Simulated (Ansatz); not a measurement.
Space group I4/mmm (No. 139). a = 3.200 Å, b = 3.200 Å, c = 7.861 Å, α = 90.00°, β = 90.00°, γ = 90.00°
```tsv
atom	site	symmetry	x	y	z
Mo	2a	4/mmm	0.0000	0.0000	0.0000
Si	4e	4mm	0.5000	0.5000	0.1670
```

Q: What reflectivity and colour does Ansatz, r2SCAN, independent particles, without spin-orbit coupling, line width 0.15 eV (Gaussian), carrier damping 0.03 eV give for this metal?

A: Reflectivity along the first axis:

```csv
E (eV),R (%)
1.00,37.1
1.25,39.3
1.50,38.4
1.75,39.7
2.00,41.3
2.25,43.7
2.50,47.7
2.75,47.9
3.00,47.2
3.25,47.2
3.50,47.2
3.75,49.9
4.00,53.5
4.25,57.1
4.50,58.4
4.75,56.6
5.00,54.8
```

The colour is light grey: CIE x = 0.299, y = 0.318, luminous reflectivity 47 % under D65, from the mean over the axes. The mesh is 16×16×16, and the carriers' damping is typed.

[Logs are printed without paths, hosts, clocks, repeated set-up lines and the standing remarks that a program may print on its own settings, such as how far it seeks lower states.]
